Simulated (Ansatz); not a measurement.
**How Pt(100) screens a field**

Where does the screening charge of Pt(100) sit?

Method: plane-wave DFT, PBE, Ansatz PAW, in Ansatz 0.2.0.

Report form: inputs, costs, results and the conclusion, without the logs.

## 1. The structure

The cell holds 6 atoms: 6 Pt. Cell: a = 2.772 Å, b = 2.772 Å, c = 27.800 Å, α = 90.0°, β = 90.0°, γ = 90.0°. Vacuum lies along c.

## 2. Atoms held, field 0

A sawtooth potential applies the field, turning back in the middle of the vacuum. With the dipole correction the typed value is the field outside the slab. The induced dipole is small, so the SCF threshold is tight.

The input, input.yaml:

```yaml
crystal:
  lattice:
    - [2.7718585823, 0.0, 0.0]
    - [0.0, 2.7718585823, 0.0]
    - [0.0, 0.0, 27.8]
  atoms:
    - { symbol: Pt, position: [0.5, 0.5, 0.3237410072] }
    - { symbol: Pt, position: [0.0, 0.0, 0.3942446043] }
    - { symbol: Pt, position: [0.5, 0.5, 0.4647482014] }
    - { symbol: Pt, position: [0.0, 0.0, 0.5352517986] }
    - { symbol: Pt, position: [0.5, 0.5, 0.6057553957] }
    - { symbol: Pt, position: [0.0, 0.0, 0.6762589928] }
kpoints:
  mp_grid: { grid: [18, 18, 1] }
hamiltonian:
  xc: pbe
scf:
  occupations: { method: fermi_dirac, width: 0.1 }
  convergence: { dr2_threshold: 1.0e-10 }
efield:
  axis: 3
  dipole_correction: true
  ramp_position: 0.97
  ramp_width: 0.06
  amplitude: 0
output:
  forces: true
  write_potential: true
  write_density: true
  volumetric_format: npy
```

Launch:

```bash
$ ansatz run input.yaml --threads 4 --pin off --max-ram 6144MiB --backend cpu --events-out ev --progress --plain --runs-dir out
```

Elapsed: 17 s, on 4 threads of Intel Xeon Platinum 8259CL at 2.50GHz (Skylake/Cascade Lake), shared host; peak memory 0.94 GiB.

Numbers from this step:

```yaml
energy_at_zero_smearing: -75136.2845 eV
work_function_upper_face: 5.664 eV
dipole_along_the_normal: -1.82e-7 e·Å
```

Running mean over 1.96 Å of the planar mean; the ramp of the sawtooth is left out. Electron's electrostatic potential energy less the Fermi level against z:

```csv
z (Å),electron's electrostatic potential energy less the Fermi level (eV)
4,5.66
5,5.66
6,5.62
7,4.96
8,-3.02
9,-11.3
10,-12.0
11,-12.2
12,-12.3
13,-12.3
14,-12.3
15,-12.3
16,-12.3
17,-12.2
18,-12.0
19,-10.7
20,-0.495
21,5.27
22,5.64
23,5.66
24,5.66
```

Force by atom:

```csv
atom,x (eV/Å),y (eV/Å),z (eV/Å),size
Pt1,0.000,0.000,-0.137,0.137
Pt2,0.000,0.000,-0.312,0.312
Pt3,0.000,0.000,-0.045,0.045
Pt4,0.000,0.000,0.045,0.045
Pt5,0.000,0.000,0.312,0.312
Pt6,0.000,0.000,0.137,0.137
```

The work function of the upper face is 5.66 eV.

## 3. Single point, field 0.05 V/Å

input.yaml: that of step 2 with these lines changed.

```diff
@@ -24,3 +24,3 @@
   ramp_width: 0.06
-  amplitude: 0
+  amplitude: 0.05
 output:
```

Wall time 20 s (4 threads); peak memory 0.93 GiB.

The dipole is 0.0273 e·Å.

## 4. Single point, field -0.05 V/Å

input.yaml: that of step 3 with these lines changed.

```diff
@@ -24,3 +24,3 @@
   ramp_width: 0.06
-  amplitude: 0.05
+  amplitude: -0.05
 output:
```

Wall time 20 s (4 threads); peak memory 0.92 GiB.

The dipole is -0.0273 e·Å.

## 5. Atoms held, field 0.1 V/Å

input.yaml: that of step 4 with these lines changed.

```diff
@@ -24,3 +24,3 @@
   ramp_width: 0.06
-  amplitude: -0.05
+  amplitude: 0.1
 output:
```

It took 22 s on 4 threads; peak memory 0.92 GiB; 87 s of CPU time.

The dipole is 0.0546 e·Å.

## 6. Atoms held, field -0.1 V/Å

input.yaml: that of step 5 with these lines changed.

```diff
@@ -24,3 +24,3 @@
   ramp_width: 0.06
-  amplitude: 0.1
+  amplitude: -0.1
 output:
```

Elapsed: 21 s, on 4 threads; peak memory 0.93 GiB; 83 s of CPU time.

The dipole is -0.0546 e·Å.

## 7. Single point, field 0.2 V/Å

input.yaml: that of step 6 with these lines changed.

```diff
@@ -24,3 +24,3 @@
   ramp_width: 0.06
-  amplitude: -0.1
+  amplitude: 0.2
 output:
```

Run time: 22 s. Hardware: 4 threads; peak memory 0.89 GiB; 85 s of CPU time.

The dipole is 0.109 e·Å.

## 8. Atoms held, field -0.2 V/Å

input.yaml: that of step 7 with these lines changed.

```diff
@@ -24,3 +24,3 @@
   ramp_width: 0.06
-  amplitude: 0.2
+  amplitude: -0.2
 output:
```

Run time: 23 s. Hardware: 4 threads; peak memory 0.89 GiB.

The dipole is -0.109 e·Å.

## 9. Atoms held, field 0.4 V/Å

input.yaml: that of step 8 with these lines changed.

```diff
@@ -24,3 +24,3 @@
   ramp_width: 0.06
-  amplitude: -0.2
+  amplitude: 0.4
 output:
@@ -30 +30,2 @@
   volumetric_format: npy
+  elf: true
```

It took 24 s on 4 threads; peak memory 0.92 GiB.

Running mean over 1.96 Å of the planar mean, with the applied field; the ramp of the sawtooth is left out. Electron's electrostatic potential energy less the Fermi level against z:

```csv
z (Å),electron's electrostatic potential energy less the Fermi level (eV)
4,4.29
5,4.68
6,5.04
7,4.72
8,-3.06
9,-11.3
10,-12.0
11,-12.2
12,-12.3
13,-12.3
14,-12.3
15,-12.3
16,-12.3
17,-12.2
18,-11.9
19,-10.7
20,-0.421
21,5.59
22,6.33
23,6.74
24,7.14
```

The dipole is 0.218 e·Å.

## 10. The response

This step: plane-wave DFT, PBE, Ansatz PAW; screening of a field by a metal slab (Ansatz 0.2.0).

The dipoles give the slope, and the difference of two potentials shows where the field is screened.

This step gave:

* equivalent conductor thickness p/(ε₀AE): 12.86 Å
* distance between the outer atoms: 9.800 Å
* inner field over outer field: -0.001925
* image plane, upper face: 1.487 Å
* induced electrons on the upper face over ε₀E: -1.007
* image plane, lower face: 1.485 Å
* induced electrons on the lower face over ε₀E: 1.007

Table of dipole of the cell by applied field:

```csv
applied field (V/Å),dipole of the cell (e·Å)
-0.200,-0.109
-0.100,-0.0546
-0.050,-0.0273
0.000,0
0.050,0.0273
0.100,0.0546
0.200,0.109
0.400,0.218
```

Local field over the applied field, running mean. From the potentials at -0.05 and 0.05 V/Å; running mean over 1.96 Å. Local field over applied field against z:

```csv
z (Å),local field over applied field
4.5,0.998
5.0,0.994
5.5,0.983
6.0,0.953
6.5,0.882
7.0,0.735
7.5,0.510
8.0,0.283
8.5,0.100
9.0,0.00356
9.5,-0.00621
10.0,-0.00151
10.5,0.00521
11.0,0.00519
11.5,0.00257
12.0,0.00197
12.5,4.1e-4
13.0,-9.6e-4
13.5,-0.00232
14.0,-0.00204
14.5,-0.00204
15.0,-2.5e-4
15.5,8.4e-4
16.0,0.00226
16.5,0.00350
17.0,0.00570
17.5,0.00343
18.0,-0.00318
18.5,-0.00839
19.0,0.0302
19.5,0.165
20.0,0.370
20.5,0.605
21.0,0.805
21.5,0.917
22.0,0.968
22.5,0.988
23.0,0.996
23.5,0.999
```

The induced electron density oscillates, so the rows of the table below give means over 1 Å (shorter at the two ends). Its distinct maxima (Å: e/Å³ per V/Å): 7.8: 0.00437, 9.0: 5.5e-4, 19.1: 5.4e-4. Distinct minima: 8.7: -5.4e-4, 18.8: -5.5e-4, 20.0: -0.00437.

Electrons, planar mean, per unit field. Table of induced electron density by z; means over each step:

z (Å), induced electron density (e/Å³ per V/Å) and a bar from the least value:
```
        5    0.00005 ################
        6    0.00035 #################
        7    0.00196 ########################
        8    0.00329 ##############################
        9   -0.00007 ################
       10   -0.00009 ###############
       11    0.00004 ################
       12    0.00000 ################
       13    0.00002 ################
       14   -0.00002 ################
       15   -0.00001 ################
       16   -0.00003 ################
       17   -0.00004 ################
       18    0.00019 #################
       19   -0.00022 ###############
       20   -0.00369 
       21   -0.00145 ##########
       22   -0.00024 ###############
       23   -0.00003 ################
```

By hand: between -0.05 and 0.05 V/Å the dipole changes by 0.05459 e·Å, a slope of 0.5459 e·Å²/V. A perfect conductor of thickness t has p = ε₀AEt, so t = 180.95 × 0.5459 / 7.683 = 12.86 Å (e/ε₀ = 180.95 V·Å, A in Å²). Less the 9.80 Å between the outer atoms, and halved, that puts each image plane 1.53 Å out.

The induced dipole is that of a conductor 12.86 Å thick.

## 11. The same run with other settings: efield.ramp_width = 0.15

This step: plane-wave DFT, PBE, Ansatz PAW (Ansatz 0.2.0).

A run with a changed input: it repeats the earlier run at 0.05 V/Å with efield.ramp_width from 0.06 to 0.15.

input.yaml: that of step 9 with these lines changed.

```diff
@@ -23,4 +23,4 @@
   ramp_position: 0.97
-  ramp_width: 0.06
-  amplitude: 0.4
+  ramp_width: 0.15
+  amplitude: 0.05
 output:
@@ -30,2 +30 @@
   volumetric_format: npy
-  elf: true
```

It took 22 s on 4 threads; peak memory 0.92 GiB.

Read from the output:

* energy at zero smearing: -75136.2852 eV
* dipole along the normal: 0.02729 e·Å

Force by atom:

```csv
atom,x (eV/Å),y (eV/Å),z (eV/Å),size
Pt1,0.000,0.000,-0.137,0.137
Pt2,0.000,0.000,-0.312,0.312
Pt3,0.000,0.000,-0.044,0.044
Pt4,0.000,0.000,0.045,0.045
Pt5,0.000,0.000,0.312,0.312
Pt6,0.000,0.000,0.136,0.136
```

```csv
quantity,this run,earlier run,difference
dipole along the normal (e·Å),0.02729,0.02729,-3.2e-6
```

The dipole moves by under 0.5 % or 5e-5 e·Å.

## 12. Varying the input: efield.amplitude = -0.1

Another changed input: it repeats the earlier run at 0.05 V/Å with efield.amplitude from 0.05 to -0.1.

input.yaml: that of step 11 with these lines changed.

```diff
@@ -23,4 +23,4 @@
   ramp_position: 0.97
-  ramp_width: 0.15
-  amplitude: 0.05
+  ramp_width: 0.06
+  amplitude: -0.1
 output:
```

The job ended after 21 s (4 threads; peak memory 0.92 GiB; 80 s of CPU time).

Numbers from this step:

* energy at zero smearing: -75136.2872 eV
* dipole along the normal: -0.05459 e·Å

Force by atom:

```csv
atom,x (eV/Å),y (eV/Å),z (eV/Å),size
Pt1,0.000,0.000,-0.136,0.136
Pt2,0.000,0.000,-0.312,0.312
Pt3,0.000,0.000,-0.046,0.046
Pt4,0.000,0.000,0.044,0.044
Pt5,0.000,0.000,0.312,0.312
Pt6,0.000,0.000,0.138,0.138
```

```csv
quantity,this run,earlier run,difference
dipole along the normal (e·Å),-0.05459,0.02729,-0.082
```

The applied field differs, and the slope found earlier predicts a dipole of -0.0546 e·Å; this run gives -0.0546 e·Å, in line with it.

## 13. Summary of results

```json
{
  "work function": "5.66 eV",
  "image plane, upper face": "1.49 Å",
  "induced electrons on the upper face over ε₀E": "-1.01",
  "equivalent conductor thickness p/(ε₀AE)": "12.9 Å",
  "inner field over outer field": "-0.00192"
}
```

In words: The induced charge has its centre 1.49 Å outside the outermost atoms; this is the plane from which a capacitor's gap or an image potential counts. The equivalent conductor thickness exceeds the distance between the outer atoms by 3.06 Å, about the sum of the two image-plane distances. In the middle of the slab the field is screened to under 0.5 % of its outer value. The atoms are held at bulk positions with the tabulated experimental lattice constant.

[Long decimals in the printed logs are rounded to 6 places.]

[Logs are printed without paths, hosts, clocks, repeated set-up lines and the standing remarks that a program may print on its own settings, such as how far it seeks lower states.]

[Hosts, paths, dates, database ids (printed as entryN), source tags and the programs' standing remarks are cut or masked in the printed files.]

[Maps of the electrostatic potential energy from Ansatz leave out the sawtooth potential of an applied field or a dipole correction, so their vacuum need not be flat; planar profiles and work functions include it.]
